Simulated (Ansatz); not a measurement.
**Tc of TiB2 (P6/mmm) from its phonons**

Wanted: λ, ω_log and Tc of TiB2 (P6/mmm). The cell shown first is a relaxed one, from steps not shown here.

Calculated with Ansatz 0.2.0; DFT PBE, scalar-relativistic, plane waves, PAW; PAW set soft_1.

This is a report of a sequence of runs, with most program output left out.

### 1. The cell after earlier relaxation steps

Symmetry: P6/mmm, No. 191, hexagonal system. The conventional cell has a = 3.031 Å, b = 3.031 Å, c = 3.226 Å, α = 90.00°, β = 90.00°, γ = 120.00°. Ti has 12 B at 2.38 Å nearest. Nearest to B lie 3 B at 1.75 Å and 6 Ti at 2.38 Å. Farther neighbours are not listed.

### 2. Resistivity: q 3×3×3, k 12×12×9, scattering 18×18×12

The run that gives the couplings also evaluates McMillan's and Allen and Dynes's formulas and, where asked, the Eliashberg equations, over a range of μ*.

input.yaml reads:

```yaml
crystal:
  lattice:
    - [3.031296884, 0.0, 0.0]
    - [-1.515648442, 2.6251801079, 0.0]
    - [0.0, 0.0, 3.2257418331]
  atoms:
    - { symbol: Ti, position: [0.0, 0.0, 0.0] }
    - { symbol: B, position: [0.3333333333, 0.6666666667, 0.5] }
    - { symbol: B, position: [0.6666666667, 0.3333333333, 0.5] }
kpoints:
  mp_grid: { grid: [12, 12, 9] }
hamiltonian:
  xc: pbe
  pseudopotentials: { kind: paw, azcp: { folder: soft_1 } }
scf:
  occupations: { method: methfessel_paxton, width: 0.2 }
output:
  eigenvalues: true
phonons:
  method: dfpt
  qmesh: [3, 3, 3]
  temperatures: { t_max: 1000, t_step: 50 }
  qpath:
    path:
      - [[0.0, 0.0, 0.0], [0.5, 0.0, 0.0], [0.33333333, 0.33333333, 0.0], [0.0, 0.0, 0.0], [0.0, 0.0, 0.5], [0.5, 0.0, 0.5], [0.33333333, 0.33333333, 0.5], [0.0, 0.0, 0.5]]
      - [[0.5, 0.0, 0.5], [0.5, 0.0, 0.0]]
    npoints: 6
  electrical_resistivity:
    mesh: [18, 18, 12]
    temperatures: [20.0, 50.0, 80.0, 100.0, 150.0, 200.0, 273.0, 300.0, 400.0, 500.0, 600.0, 800.0]
  superconductivity: { mesh: [18, 18, 12] }
```

Launch:

```sh
$ ansatz run input.yaml --threads 16 --pin off --max-ram 92160MiB --backend cuda --events-out ev --progress --plain --runs-dir out --max-vram 78GiB
```

Wall time 21 s (1 × NVIDIA GB200 with 16 threads of Arm Neoverse V2, shared host); peak memory 2.6 GiB.

Numbers from this step:

| Item | Value |
| --- | --- |
| volume per atom | 8.556 Å³/atom |
| metallic on mesh | yes |
| gap on the k-mesh | 0 eV |
| zero point energy | 0.3049 eV/cell |
| share of imaginary modes in the plain interpolation between solved wavevectors | 0 |
| highest frequency, solved or plainly interpolated | 897.4 cm⁻¹ |
| Debye temperature (second moment) | 1091 K |
| resistivity at 300 K | 6.809 μΩ cm, mean of the axes |
| coupling constant λ | 0.08862 |
| density of states at the Fermi level | 0.1769 states/eV a spin and cell |
| log mean phonon energy ħω_log | 50.3 meV |
| transport coupling constant λ_tr | 0.09631, 0.09631, 0.09752 (xx, yy, zz) |
| Drude plasma energy | 3.529, 3.529, 2.967 eV (xx, yy, zz) |
| resistivity times mean free path | 25.01, 25.01, 32.24 × 10⁻¹⁶ Ω m² (xx, yy, zz) |
| second-moment phonon energy ħω₂ | 62.75 meV |

An empty cell: under 1 mK by a formula, or no transition down to the floor of the Eliashberg search. Transition temperatures:

| μ* | McMillan Tc (K) | Allen–Dynes Tc (K) |
| --- | --- | --- |
| 0.08 | - | - |
| 0.1 | - | - |
| 0.12 | - | - |
| 0.13 | - | - |
| 0.14 | - | - |
| 0.16 | - | - |
| 0.2 | - | - |

### 3. Coupling and resistivity: q 6×6×4, k 12×12×12, scattering 24×24×16

The next rung changes the q mesh, which sets the reach of the force constants and couplings; the k mesh of the density and its response; the scattering mesh, which samples the Fermi surface.

Changes to input.yaml since step 2:

```diff
@@ -10,3 +10,3 @@
 kpoints:
-  mp_grid: { grid: [12, 12, 9] }
+  mp_grid: { grid: [12, 12, 12] }
 hamiltonian:
@@ -20,3 +20,3 @@
   method: dfpt
-  qmesh: [3, 3, 3]
+  qmesh: [6, 6, 4]
   temperatures: { t_max: 1000, t_step: 50 }
@@ -28,4 +28,4 @@
   electrical_resistivity:
-    mesh: [18, 18, 12]
+    mesh: [24, 24, 16]
     temperatures: [20.0, 50.0, 80.0, 100.0, 150.0, 200.0, 273.0, 300.0, 400.0, 500.0, 600.0, 800.0]
-  superconductivity: { mesh: [18, 18, 12] }
+  superconductivity: { mesh: [24, 24, 16] }
```

Run time: 1.8 min. Hardware: 1 × NVIDIA GB200 with 16 threads; peak memory 9.7 GiB.

This step gave:

| Quantity | Value |
| --- | --- |
| zero point energy | 0.3052 eV/cell |
| highest frequency, solved or plainly interpolated | 904.6 cm⁻¹ |
| Debye temperature (second moment) | 1092 K |
| resistivity at 300 K | 6.865 μΩ cm, mean of the axes |
| coupling constant λ | 0.1014 |
| density of states at the Fermi level | 0.1944 states/eV a spin and cell |
| log mean phonon energy ħω_log | 50.83 meV |
| transport coupling constant λ_tr | 0.1076, 0.1076, 0.1136 (xx, yy, zz) |
| Drude plasma energy | 3.752, 3.752, 3.12 eV (xx, yy, zz) |
| resistivity times mean free path | 21.76, 21.76, 31.24 × 10⁻¹⁶ Ω m² (xx, yy, zz) |
| second-moment phonon energy ħω₂ | 63.51 meV |

An empty cell: under 1 mK by a formula, or no transition down to the floor of the Eliashberg search. Transition temperatures:

| μ* | McMillan Tc (K) | Allen–Dynes Tc (K) |
| --- | --- | --- |
| 0.08 | - | - |
| 0.1 | - | - |
| 0.12 | - | - |
| 0.13 | - | - |
| 0.14 | - | - |
| 0.16 | - | - |
| 0.2 | - | - |

### 4. Electron–phonon run: q 6×6×4, k 18×18×16, scattering 30×30×24

The next rung changes the k mesh of the density and its response; the scattering mesh, which samples the Fermi surface.

Changes to input.yaml since step 3:

```diff
@@ -10,3 +10,3 @@
 kpoints:
-  mp_grid: { grid: [12, 12, 12] }
+  mp_grid: { grid: [18, 18, 16] }
 hamiltonian:
@@ -28,4 +28,4 @@
   electrical_resistivity:
-    mesh: [24, 24, 16]
+    mesh: [30, 30, 24]
     temperatures: [20.0, 50.0, 80.0, 100.0, 150.0, 200.0, 273.0, 300.0, 400.0, 500.0, 600.0, 800.0]
-  superconductivity: { mesh: [24, 24, 16] }
+  superconductivity: { mesh: [30, 30, 24] }
```

The job ended after 2.5 min (1 × NVIDIA GB200 with 16 threads; peak memory 9.6 GiB).

This step gave:

- zero point energy: 0.3050 eV/cell
- highest frequency, solved or plainly interpolated: 907.4 cm⁻¹
- Debye temperature (second moment): 1091 K
- resistivity at 300 K: 6.75 μΩ cm, mean of the axes
- coupling constant λ: 0.1154
- density of states at the Fermi level: 0.223 states/eV a spin and cell
- log mean phonon energy ħω_log: 50.73 meV
- transport coupling constant λ_tr: 0.1224, 0.1224, 0.1312 (xx, yy, zz)
- Drude plasma energy: 3.798, 3.798, 3.443 eV (xx, yy, zz)
- resistivity times mean free path: 20.26, 20.26, 26.14 × 10⁻¹⁶ Ω m² (xx, yy, zz)
- second-moment phonon energy ħω₂: 63.69 meV

An empty cell: under 1 mK by a formula, or no transition down to the floor of the Eliashberg search. Transition temperatures:

| μ* | McMillan Tc (K) | Allen–Dynes Tc (K) |
| --- | --- | --- |
| 0.08 | - | - |
| 0.1 | - | - |
| 0.12 | - | - |
| 0.13 | - | - |
| 0.14 | - | - |
| 0.16 | - | - |
| 0.2 | - | - |

The Eliashberg function α²F has structure finer than the step of the table below, so its rows give means over 2.5 meV, whole bins alone (the curve runs from 0.439 to 112 meV). Peaks (meV: height): α²F 40.80: 0.170, 68.88: 0.126, 109.24: 0.260; α²F tr 40.80: 0.213, 68.88: 0.150, 108.36: 0.249.

Table of Eliashberg function α²F by phonon energy; means over each step:

| phonon energy (meV) | α²F | α²F tr |
| --- | --- | --- |
| 2.5 | 1.4e-5 | 0 |
| 5.0 | 2.2e-4 | 8.5e-5 |
| 7.5 | 5.8e-4 | 3.1e-4 |
| 10.0 | 0.00104 | 5.9e-4 |
| 12.5 | 0.00179 | 9.9e-4 |
| 15.0 | 0.00273 | 0.00146 |
| 17.5 | 0.00370 | 0.00196 |
| 20.0 | 0.00497 | 0.00266 |
| 22.5 | 0.00663 | 0.00371 |
| 25.0 | 0.00857 | 0.00530 |
| 27.5 | 0.0116 | 0.00798 |
| 30.0 | 0.0156 | 0.0122 |
| 32.5 | 0.0211 | 0.0204 |
| 35.0 | 0.0372 | 0.0443 |
| 37.5 | 0.0936 | 0.116 |
| 40.0 | 0.155 | 0.188 |
| 42.5 | 0.0695 | 0.0981 |
| 45.0 | 0.00423 | 0.00721 |
| 47.5 | 0 | 0 |
| 50.0 | 0 | 0 |
| 52.5 | 2.2e-4 | 2.1e-4 |
| 55.0 | 0.00113 | 9.0e-4 |
| 57.5 | 0.00354 | 0.00250 |
| 60.0 | 0.0118 | 0.00874 |
| 62.5 | 0.0349 | 0.0328 |
| 65.0 | 0.0867 | 0.102 |
| 67.5 | 0.100 | 0.118 |
| 70.0 | 0.0960 | 0.116 |
| 72.5 | 0.0661 | 0.0698 |
| 75.0 | 0.0284 | 0.0297 |
| 77.5 | 0.00968 | 0.0122 |
| 80.0 | 0.00792 | 0.0107 |
| 82.5 | 0.00850 | 0.0111 |
| 85.0 | 0.00938 | 0.0118 |
| 87.5 | 0.0102 | 0.0122 |
| 90.0 | 0.00949 | 0.0124 |
| 92.5 | 0.00739 | 0.0110 |
| 95.0 | 0.00598 | 0.00961 |
| 97.5 | 0.00735 | 0.0113 |
| 100.0 | 0.0106 | 0.0151 |
| 102.5 | 0.0108 | 0.0151 |
| 105.0 | 0.0130 | 0.0191 |
| 107.5 | 0.0907 | 0.110 |
| 110.0 | 0.217 | 0.147 |

The Eliashberg function α²F has structure finer than the step of the table below, so its rows give means over 2.5 meV, whole bins alone (the curve runs from 0.439 to 112 meV). Peaks (meV: height): α²F 40.80: 0.170, 68.88: 0.126, 109.24: 0.260; Ti 40.80: 0.167; B 68.88: 0.121, 109.24: 0.259.

Eliashberg function α²F against phonon energy; means over each step:

| phonon energy (meV) | α²F | Ti | B |
| --- | --- | --- | --- |
| 2.5 | 1.4e-5 | 0 | 0 |
| 5.0 | 2.2e-4 | 1.2e-4 | 7.5e-5 |
| 7.5 | 5.8e-4 | 4.1e-4 | 1.8e-4 |
| 10.0 | 0.00104 | 7.2e-4 | 3.2e-4 |
| 12.5 | 0.00179 | 0.00127 | 4.9e-4 |
| 15.0 | 0.00273 | 0.00197 | 7.6e-4 |
| 17.5 | 0.00370 | 0.00269 | 1.0e-3 |
| 20.0 | 0.00497 | 0.00364 | 0.00124 |
| 22.5 | 0.00663 | 0.00501 | 0.00161 |
| 25.0 | 0.00857 | 0.00667 | 0.00191 |
| 27.5 | 0.0116 | 0.00930 | 0.00230 |
| 30.0 | 0.0156 | 0.0130 | 0.00265 |
| 32.5 | 0.0211 | 0.0183 | 0.00282 |
| 35.0 | 0.0372 | 0.0339 | 0.00327 |
| 37.5 | 0.0936 | 0.0903 | 0.00328 |
| 40.0 | 0.155 | 0.151 | 0.00347 |
| 42.5 | 0.0695 | 0.0686 | 8.3e-4 |
| 45.0 | 0.00423 | 0.00419 | 3.4e-5 |
| 47.5 | 0 | 0 | 0 |
| 50.0 | 0 | 0 | 0 |
| 52.5 | 2.2e-4 | 0 | 2.1e-4 |
| 55.0 | 0.00113 | 8.5e-5 | 0.00102 |
| 57.5 | 0.00354 | 4.7e-4 | 0.00307 |
| 60.0 | 0.0118 | 0.00206 | 0.00976 |
| 62.5 | 0.0349 | 0.00627 | 0.0287 |
| 65.0 | 0.0867 | 0.0108 | 0.0759 |
| 67.5 | 0.100 | 0.00647 | 0.0939 |
| 70.0 | 0.0960 | 0.00172 | 0.0942 |
| 72.5 | 0.0661 | 3.9e-4 | 0.0657 |
| 75.0 | 0.0284 | 2.1e-4 | 0.0282 |
| 77.5 | 0.00968 | 1.4e-4 | 0.00954 |
| 80.0 | 0.00792 | 1.0e-4 | 0.00782 |
| 82.5 | 0.00850 | 1.0e-4 | 0.00840 |
| 85.0 | 0.00938 | 1.0e-4 | 0.00928 |
| 87.5 | 0.0102 | 1.0e-4 | 0.0101 |
| 90.0 | 0.00949 | 3.0e-5 | 0.00943 |
| 92.5 | 0.00739 | 0 | 0.00735 |
| 95.0 | 0.00598 | 0 | 0.00593 |
| 97.5 | 0.00735 | 8.4e-7 | 0.00728 |
| 100.0 | 0.0106 | 6.8e-5 | 0.0106 |
| 102.5 | 0.0108 | 1.8e-6 | 0.0108 |
| 105.0 | 0.0130 | 1.0e-5 | 0.0130 |
| 107.5 | 0.0907 | 2.3e-4 | 0.0905 |
| 110.0 | 0.217 | 2.8e-4 | 0.217 |

### 5. Summary of results

```json
{"meshes": "q 6×6×4, k 18×18×16, scattering 30×30×24", "coupling constant λ": "0.115", "log mean phonon energy ħω_log": "50.7 meV"}
```

**Reading.** In the last run (PBE, q 6×6×4, k 18×18×16, scattering 30×30×24), with λ = 0.12 and ħω_log = 50.7 meV, Tc at μ* = 0.13 is under 1 mK by the formulas. In that run Allen and Dynes's formula gives no transition above 0.05 K at μ* = 0.10 or more. By the run's own test λ is not converged in the fine mesh: it moves by 18 % between the two finest. The run's transport test calls it not converged in the mesh; ρ(300 K) moves by 11 % in the component that moves most. Over the runs, λ takes the values 0.0886, 0.101 and 0.115, in the order shown. μ* is a typed number, phonons are harmonic, and spin fluctuations are left out; with λ this near or under μ*(1 + 0.62 λ), the formulas give Tc only to its order of magnitude, or none.

[Logs are printed without paths, hosts, clocks, repeated set-up lines and the standing remarks that a program may print on its own settings, such as how far it seeks lower states.]

[Hosts, paths, dates, database ids (printed as entryN), source tags and the programs' standing remarks are cut or masked in the printed files.]
